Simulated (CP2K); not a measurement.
The O K edge of acetic anhydride was computed by TDDFT (CP2K XAS_TDP, aug-cc-pVDZ, TDA) at these levels: PBE, PBEh(45%) and PBEh(45%) + GW2X. The first three lines of O3 (bonded to C) with a strength over 0.0015, energy in eV and strength:

```csv
run,first,second,third
1,532.14 (0.043),538.88 (0.003),539.19 (0.003)
2,527.09 (0.043),533.84 (0.003),534.14 (0.003)
3,509.08 (0.013),510.25 (0.014),511.31 (0.002)
```

Question: Which run is which?

Run 1: PBEh(45%) + GW2X (45 % exact exchange). Run 2: PBEh(45%) (45 % exact exchange). Run 3: PBE (0 % exact exchange). Self-interaction lifts the core level, so the uncorrected lines rise with the share of exact exchange. The GW2X run keeps the spacings of its parent: 6.74 eV between the first two lines in run 1, 6.75 eV in run 2. Its shift is +5.05 eV, since the Kohn–Sham level at this share of exchange lies that far above the quasiparticle level.

[Banner, clock and machine lines of the logs are left out without a mark of their own.]

[Logs are printed without paths, hosts, clocks, repeated set-up lines and the standing remarks that a program may print on its own settings, such as how far it seeks lower states.]

[Hosts, paths, dates, database ids (printed as entryN), source tags and the programs' standing remarks are cut or masked in the printed files.]
